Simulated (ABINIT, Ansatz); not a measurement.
**Converging GW for CsCdCl3 (Pm-3m) in ABINIT**

Aim: raise bands and screening cutoff together for CsCdCl3 (Pm-3m) and follow gap and time.

Program: ABINIT 10.8.3. Level of theory: LDA and many-body steps on it, plane waves. Results are calculated unless marked as measured.

The database entry behind the starting cell is an old determination (1928), so it need not match the best structure at ambient conditions.

## (1) The starting structure

Symmetry: Pm-3m, No. 221, cubic system. The conventional cell has a = 5.200 Å, b = 5.200 Å, c = 5.200 Å, α = 90.00°, β = 90.00°, γ = 90.00°. Nearest to Cs lie 12 Cl at 3.68 Å. Nearest to Cd lie 6 Cl at 2.60 Å. Cl has 2 Cd at 2.60 Å and 4 Cs at 3.68 Å nearest. Farther neighbours and most contacts between anions are not listed.

The cell and positions come from the Crystallography Open Database and are kept as given unless a step says otherwise. Spin-orbit coupling is left out unless a step names it.

## (2) Empty states on the mesh, 2×2×2 mesh, 488 bands

This step: ABINIT 10.8.3; DFT, LDA, plane waves, norm-conserving pseudopotentials.

The sums over transitions need many empty states on a uniform mesh; this step solves for them.

run.abi reads:

```
acell 3*1.0 Angstrom
rprim 
  5.200000000000 0.000000000000 0.000000000000
  0.000000000000 5.200000000000 0.000000000000
  0.000000000000 0.000000000000 5.200000000000
ntypat 3
znucl 55 48 17
natom 5
typat 1 2 3 3 3
xred 
  0.000000000000 0.000000000000 0.000000000000
  0.500000000000 0.500000000000 0.500000000000
  0.000000000000 0.500000000000 0.500000000000
  0.500000000000 0.000000000000 0.500000000000
  0.500000000000 0.500000000000 0.000000000000
pp_dirpath "pseudos"
pseudos "Cs.upf, Cd.upf, Cl.upf"
ecut 47
ngkpt 2 2 2
nshiftk 1
shiftk 0 0 0
kptopt 1
chksymbreak 0
iscf -2
irdden 1
istwfk *1
nband 488
nbdbuf 44
tolwfr 1e-09
nstep 60
prtvol 0
indata_prefix "in"
outdata_prefix "out"
tmpdata_prefix "tmp"
```

The run is started by

```
OMP_NUM_THREADS=1 mpirun -n 4 abinit run.abi > log
```

Numbers of over 12 decimals in the logs are rounded to 6 here.

Log:

```text
.Version 10.8.3 of ABINIT. v10.8.2 released Aug 2026.

 Symmetries : space group Pm -3 m (#221); Bravais cP (primitive cubic)
[... echo of the input left out ...]
== DATASET  1 ==================================================================
-   mpi_nproc: 4, omp_nthreads: 1 (-1 if OMP is not activated)

--- !DatasetInfo
iteration_state: {dtset: 1, }
dimensions: {natom: 5, nkpt: 4, mband: 488, nsppol: 1, nspinor: 1, nspden: 1, mpw: 14604, }
cutoff_energies: {ecut:  47.0, pawecutdg:  -1.0, }
[...]
4.37569    4.37570    4.37649    4.37649    4.37650    4.39096    4.41501    4.41503
   4.41507    4.41759    4.41774    4.43693    4.43701    4.43728    4.44519    4.52520
 prteigrs : prtvol=0 or 1, do not print more k-points.

== END DATASET(S) ==============================================================
================================================================================

 -outvars: echo values of variables after computation  --------
            nband         488
             nkpt           4
          spgroup         221
 [... the other variables as echoed above ...]

 Calculation completed.
```

It took 14 min on 4 MPI ranks of Intel Xeon Platinum 8375C at 2.90GHz (Ice Lake), shared host; peak memory 0.95 GiB.

Numbers from this step:

```
gap                                                           : 1.511 eV
k of the valence top                                          : 0.5, 0.5, 0.5
k of the conduction bottom                                    : 0, 0, 0
least direct gap                                              : 2.094 eV
k points computed                                             : 4
lowest point of the top converged band, above the valence top : 111.0061 eV
```

On this mesh the gap is 1.511 eV.

The density comes from a self-consistent run that is not shown.

## (3) Screening, 2×2×2 mesh, 77 bands, screening to 76.2 eV

The RPA dielectric matrix is built and inverted for each q.

This step: RPA screening on LDA, plane waves, norm-conserving pseudopotentials.

Edit run.abi of step 2 so:

```diff
@@ -23,10 +23,11 @@
 chksymbreak 0
-iscf -2
-irdden 1
 istwfk *1
-nband 488
-nbdbuf 44
-tolwfr 1e-09
-nstep 60
-prtvol 0
+occopt 1
+irdwfk 1
+optdriver 3
+nband 77
+ecuteps 2.8
+inclvkb 2
+awtr 1
+symchi 1
 indata_prefix "in"
```

Log:

```text
.Version 10.8.3 of ABINIT. v10.8.2 released Aug 2026.

 Symmetries : space group Pm -3 m (#221); Bravais cP (primitive cubic)
[... echo of the input left out ...]
== DATASET  1 ==================================================================
-   mpi_nproc: 4, omp_nthreads: 1 (-1 if OMP is not activated)

--- !DatasetInfo
iteration_state: {dtset: 1, }
dimensions: {natom: 5, nkpt: 4, mband: 77, nsppol: 1, nspinor: 1, nspden: 1, mpw: 14604, }
cutoff_energies: {ecut:  47.0, pawecutdg:  -1.0, }
electrons: {nelect:   5.00000000E+01, charge:   0.00000000E+00, occopt:   1.00000000E+00, tsmear:   1.00000000E-02, }

 SCREENING: Calculation of the susceptibility and dielectric matrices

 Based on a program developped by R.W. Godby, V. Olevano, G. Onida, and L. Reining.
 Incorporated in ABINIT by V. Olevano, G.-M. Rignanese, and M. Torrent.
.Using double precision arithmetic ; gwpc =  8

[... cell and pseudopotentials left out ...]
--------------------------------------------------------------------------------

 ==== K-mesh for the wavefunctions ====
 Number of points in the irreducible wedge :     4
[... list of points left out ...]
 Together with 48 symmetry operations and time-reversal symmetry
 yields     8 points in the full Brillouin Zone.

 ==== Q-mesh for the screening function ====
 Number of points in the irreducible wedge :     4
[... list of points left out ...]
 Together with 48 symmetry operations and time-reversal symmetry
 yields     8 points in the full Brillouin Zone.

 setmesh: FFT mesh size selected  =    40x   40x   40
          total number of points  =        64000

 vcoul_init : cutoff-mode = AUXILIARY_FUNCTION
 q-points for optical limit:   1
     1)      0.000010    0.000020    0.000030

- screening: taking advantage of time-reversal symmetry
- Maximum band index for partially occupied states nbvw = 25
- Remaining bands to be divided among processors   nbcw = 52
- Number of bands treated by each node ~13

 Number of electrons calculated from density =   50.0000; Expected =   50.0000
 average of density, n =  0.052694
 r_s =    1.6547
 omega_plasma =   22.1430 [eV]

 calculating chi0 at frequencies [eV] :
  1    0.000000E+00    0.000000E+00
  2    0.000000E+00    2.214304E+01

--------------------------------------------------------------------------------
  q-point number  1        q = ( 0.000000, 0.000000, 0.000000) [r.l.u.]
--------------------------------------------------------------------------------
[... chi0 elements left out ...]
 For q-point:  0.000010 0.000020 0.000030
  dielectric constant =   4.4929
  dielectric constant without local fields =   4.9521

  Average fulfillment of the sum rule on Im[epsilon] for q-point    1 :     37.83  [%]
[... wings left out ...]
  q-point number  2        q = ( 0.500000, 0.000000, 0.000000) [r.l.u.]
--------------------------------------------------------------------------------
[... chi0 elements left out ...]
  Average fulfillment of the sum rule on Im[epsilon] for q-point    2 :     46.52  [%]

 [... 2 further q-points ...]
```

Wall time 30 s (4 MPI ranks); peak memory 1.8 GiB.

Numbers from this step:

| Quantity | Value |
| --- | --- |
| ε∞ with local fields, on this mesh, along the program's q direction | 4.493 |
| the same without local fields | 4.952 |
| plasma frequency | 22.14 eV |
| plane waves in the screening matrix | 203 |

Local fields lower ε∞ by 9 %. On a Γ-centred mesh this coarse the value itself is usually too large, while a short band sum pulls it down.

## (4) 77 bands, 76.2 eV

The self-energy is evaluated for the states that the input lists, and the levels follow from it, in one-shot runs by the linearised quasiparticle equation.

This step: G0W0 on LDA, plane waves, norm-conserving pseudopotentials.

Edit run.abi of step 3 so:

```diff
@@ -26,8 +26,17 @@
 irdwfk 1
-optdriver 3
+optdriver 4
 nband 77
+gwcalctyp 0
+ecutsigx 47
+symsigma 1
+nkptgw 2
+kptgw 
+  0.5000000000 0.5000000000 0.5000000000
+  0.0000000000 0.0000000000 0.0000000000
+bdgw 
+  24 28
+  23 27
 ecuteps 2.8
-inclvkb 2
-awtr 1
-symchi 1
+irdscr 1
+ppmodel 1
 indata_prefix "in"
```

Log:

```text
.Version 10.8.3 of ABINIT. v10.8.2 released Aug 2026.

 Symmetries : space group Pm -3 m (#221); Bravais cP (primitive cubic)
[... echo of the input left out ...]
== DATASET  1 ==================================================================
-   mpi_nproc: 4, omp_nthreads: 1 (-1 if OMP is not activated)

--- !DatasetInfo
iteration_state: {dtset: 1, }
dimensions: {natom: 5, nkpt: 4, mband: 77, nsppol: 1, nspinor: 1, nspden: 1, mpw: 14604, }
cutoff_energies: {ecut:  47.0, pawecutdg:  -1.0, }
electrons: {nelect:   5.00000000E+01, charge:   0.00000000E+00, occopt:   1.00000000E+00, tsmear:   1.00000000E-02, }

 SIGMA: Calculation of the GW corrections

 Based on a program developped by R.W. Godby, V. Olevano, G. Onida, and L. Reining.
 Incorporated in ABINIT by V. Olevano, G.-M. Rignanese, and M. Torrent.
.Using double precision arithmetic ; gwpc =  8

[... cell and pseudopotentials left out ...]
--------------------------------------------------------------------------------

 ==== K-mesh for the wavefunctions ====
 Number of points in the irreducible wedge :     4
[... list of points left out ...]
 Together with 48 symmetry operations and time-reversal symmetry
 yields     8 points in the full Brillouin Zone.

 ==== Q-mesh for screening function ====
 Number of points in the irreducible wedge :     4
[... list of points left out ...]
 Together with 48 symmetry operations and time-reversal symmetry
 yields     8 points in the full Brillouin Zone.

 vcoul_init : cutoff-mode = AUXILIARY_FUNCTION
 q-points for optical limit:   1
     1)      0.000010    0.000020    0.000030
 setmesh: FFT mesh size selected  =    64x   64x   64
          total number of points  =       262144

 Number of electrons calculated from density =   50.0000; Expected =   50.0000
 average of density, n =  0.052694
 r_s =    1.6547
 omega_plasma =   22.1430 [eV]

 === KS Band Gaps ===
  >>>> For spin  1
   Minimum direct gap =   2.0937 [eV], located at k-point      :   0.0000  0.0000  0.0000
   Fundamental gap    =   1.5109 [eV], Top of valence bands at :   0.5000  0.5000  0.5000
                                       Bottom of conduction at :   0.0000  0.0000  0.0000
 SIGMA fundamental parameters:
 PLASMON POLE MODEL  1
 number of plane-waves for SigmaX                14531
 number of plane-waves for SigmaC and W            203
 number of plane-waves for wavefunctions         14531
 number of bands                                    77
 number of independent spin polarizations            1
 number of spinorial components                      1
 number of k-points in IBZ                           4
 number of q-points in IBZ                           4
 number of symmetry operations                      48
 number of k-points in BZ                            8
 number of q-points in BZ                            8
 number of frequencies for dSigma/dE                 9
 frequency step for dSigma/dE [eV]                0.25
 number of omega for Sigma on real axis              0
 max omega for Sigma on real axis  [eV]           0.00
 zcut for avoiding poles [eV]                     0.10

 EPSILON^-1 parameters (SCR file):
 dimension of the eps^-1 matrix on file            203
 dimension of the eps^-1 matrix used               203
 number of plane-waves for wavefunctions         14531
 number of bands                                    77
 number of q-points in IBZ                           4
 number of frequencies                               2
 number of real frequencies                          1
 number of imag frequencies                          1

 matrix elements of self-energy operator (all in [eV])

 Perturbative Calculation

--- !SelfEnergy_ee
iteration_state: {dtset: 1, }
kpoint     : [   0.500,    0.500,    0.500, ]
spin       : 1
KS_gap     :    5.653
QP_gap     :    7.817
Delta_QP_KS:    2.164
data: !SigmaeeData |
     Band     E0 <VxcDFT>   SigX SigC(E0)      Z dSigC/dE  Sig(E)    E-E0       E
       24   1.681 -17.254 -21.080   3.188   0.797  -0.255 -17.763  -0.508   1.172
       25   1.681 -17.254 -21.080   3.188   0.797  -0.255 -17.763  -0.508   1.172
       26   7.334  -9.931  -5.011  -2.949   0.840  -0.190  -8.276   1.656   8.990
       27   7.334  -9.931  -5.011  -2.949   0.840  -0.190  -8.276   1.656   8.990
       28   7.334  -9.931  -5.011  -2.949   0.840  -0.190  -8.276   1.656   8.990

--- !SelfEnergy_ee
iteration_state: {dtset: 1, }
kpoint     : [   0.000,    0.000,    0.000, ]
spin       : 1
KS_gap     :    2.094
QP_gap     :    4.800
Delta_QP_KS:    2.706
data: !SigmaeeData |
     Band     E0 <VxcDFT>   SigX SigC(E0)      Z dSigC/dE  Sig(E)    E-E0       E
       23   1.098 -14.307 -18.491   3.318   0.790  -0.265 -14.991  -0.684   0.414
       24   1.098 -14.307 -18.491   3.318   0.790  -0.265 -14.991  -0.684   0.414
       25   1.098 -14.307 -18.491   3.318   0.790  -0.265 -14.991  -0.684   0.414
       26   3.192 -13.086  -8.162  -2.488   0.830  -0.205 -11.065   2.022   5.214
       27   7.246  -7.982  -3.357  -3.022   0.852  -0.173  -6.616   1.366   8.612

== END DATASET(S) ==============================================================
================================================================================

 -outvars: echo values of variables after computation  --------
           etotal      0.0000000000E+00
            nband          77
             nkpt           4
          spgroup         221
 [... the other variables as echoed above ...]

 Calculation completed.
```

Elapsed: 10 s, on 4 MPI ranks; peak memory 1.6 GiB.

This step gave:

* G0W0 gap on the points computed: 4.042 eV
* starting gap on the mesh: 1.511 eV
* k of the valence top: 0.5, 0.5, 0.5
* k of the conduction bottom: 0, 0, 0
* Z at the valence top: 0.797
* Z at the conduction bottom: 0.83
* least direct G0W0 gap on the computed points: 4.800 eV

The gap on the mesh goes from 1.51 eV to 4.04 eV, a correction of +2.53 eV.

## (5) Screening, 2×2×2 mesh, 196 bands, screening to 141.5 eV

This step: RPA screening on LDA, plane waves, norm-conserving pseudopotentials.

Edit run.abi of step 4 so:

```diff
@@ -26,17 +26,8 @@
 irdwfk 1
-optdriver 4
-nband 77
-gwcalctyp 0
-ecutsigx 47
-symsigma 1
-nkptgw 2
-kptgw 
-  0.5000000000 0.5000000000 0.5000000000
-  0.0000000000 0.0000000000 0.0000000000
-bdgw 
-  24 28
-  23 27
-ecuteps 2.8
-irdscr 1
-ppmodel 1
+optdriver 3
+nband 196
+ecuteps 5.2
+inclvkb 2
+awtr 1
+symchi 1
 indata_prefix "in"
```

Log:

```text
.Version 10.8.3 of ABINIT. v10.8.2 released Aug 2026.

 Symmetries : space group Pm -3 m (#221); Bravais cP (primitive cubic)
[... echo of the input left out ...]
== DATASET  1 ==================================================================
-   mpi_nproc: 4, omp_nthreads: 1 (-1 if OMP is not activated)

--- !DatasetInfo
iteration_state: {dtset: 1, }
dimensions: {natom: 5, nkpt: 4, mband: 196, nsppol: 1, nspinor: 1, nspden: 1, mpw: 14604, }
cutoff_energies: {ecut:  47.0, pawecutdg:  -1.0, }
electrons: {nelect:   5.00000000E+01, charge:   0.00000000E+00, occopt:   1.00000000E+00, tsmear:   1.00000000E-02, }

 SCREENING: Calculation of the susceptibility and dielectric matrices

 Based on a program developped by R.W. Godby, V. Olevano, G. Onida, and L. Reining.
 Incorporated in ABINIT by V. Olevano, G.-M. Rignanese, and M. Torrent.
.Using double precision arithmetic ; gwpc =  8

[... cell and pseudopotentials left out ...]
--------------------------------------------------------------------------------

 ==== K-mesh for the wavefunctions ====
 Number of points in the irreducible wedge :     4
[... list of points left out ...]
 Together with 48 symmetry operations and time-reversal symmetry
 yields     8 points in the full Brillouin Zone.

 ==== Q-mesh for the screening function ====
 Number of points in the irreducible wedge :     4
[... list of points left out ...]
 Together with 48 symmetry operations and time-reversal symmetry
 yields     8 points in the full Brillouin Zone.

 setmesh: FFT mesh size selected  =    45x   45x   45
          total number of points  =        91125

 vcoul_init : cutoff-mode = AUXILIARY_FUNCTION
 q-points for optical limit:   1
     1)      0.000010    0.000020    0.000030

- screening: taking advantage of time-reversal symmetry
- Maximum band index for partially occupied states nbvw = 25
- Remaining bands to be divided among processors   nbcw = 171
- Number of bands treated by each node ~42

 Number of electrons calculated from density =   50.0000; Expected =   50.0000
 average of density, n =  0.052694
 r_s =    1.6547
 omega_plasma =   22.1430 [eV]

 calculating chi0 at frequencies [eV] :
  1    0.000000E+00    0.000000E+00
  2    0.000000E+00    2.214304E+01

--------------------------------------------------------------------------------
  q-point number  1        q = ( 0.000000, 0.000000, 0.000000) [r.l.u.]
--------------------------------------------------------------------------------
[... chi0 elements left out ...]
 For q-point:  0.000010 0.000020 0.000030
  dielectric constant =   4.5388
  dielectric constant without local fields =   5.0021

  Average fulfillment of the sum rule on Im[epsilon] for q-point    1 :     64.36  [%]
[... wings left out ...]
  q-point number  2        q = ( 0.500000, 0.000000, 0.000000) [r.l.u.]
--------------------------------------------------------------------------------
[... chi0 elements left out ...]
  Average fulfillment of the sum rule on Im[epsilon] for q-point    2 :     69.93  [%]

 [... 2 further q-points ...]
```

Run time: 100 s. Hardware: 4 MPI ranks; peak memory 2.8 GiB; 6.6 min of CPU time.

This step gave:

| Property | Result |
| --- | --- |
| ε∞ with local fields, on this mesh, along the program's q direction | 4.539 |
| the same without local fields | 5.002 |
| plasma frequency | 22.14 eV |
| plane waves in the screening matrix | 515 |

(Part 1 of 2 ends here.)

[Paths, hosts, dates, memory and timing lines, banners, echoed tables and standing remarks are left out of the program output.]

[Logs are printed without paths, hosts, clocks, repeated set-up lines and the standing remarks that a program may print on its own settings, such as how far it seeks lower states.]

[Runs of the session that timed out or met a known fault of the program may be left out.]

[Hosts, paths, dates, database ids (printed as entryN), source tags and the programs' standing remarks are cut or masked in the printed files.]

[G0W0 gaps are taken among the corrected bands and points alone; a level outside them can change the order at an edge.]

[Where Ansatz stands beside ABINIT at settings called matched, ABINIT's density can come from a denser mesh and the files from another edition; pairs whose starting gaps differed by over 0.03 eV were left out, so agreement reads better than it is.]
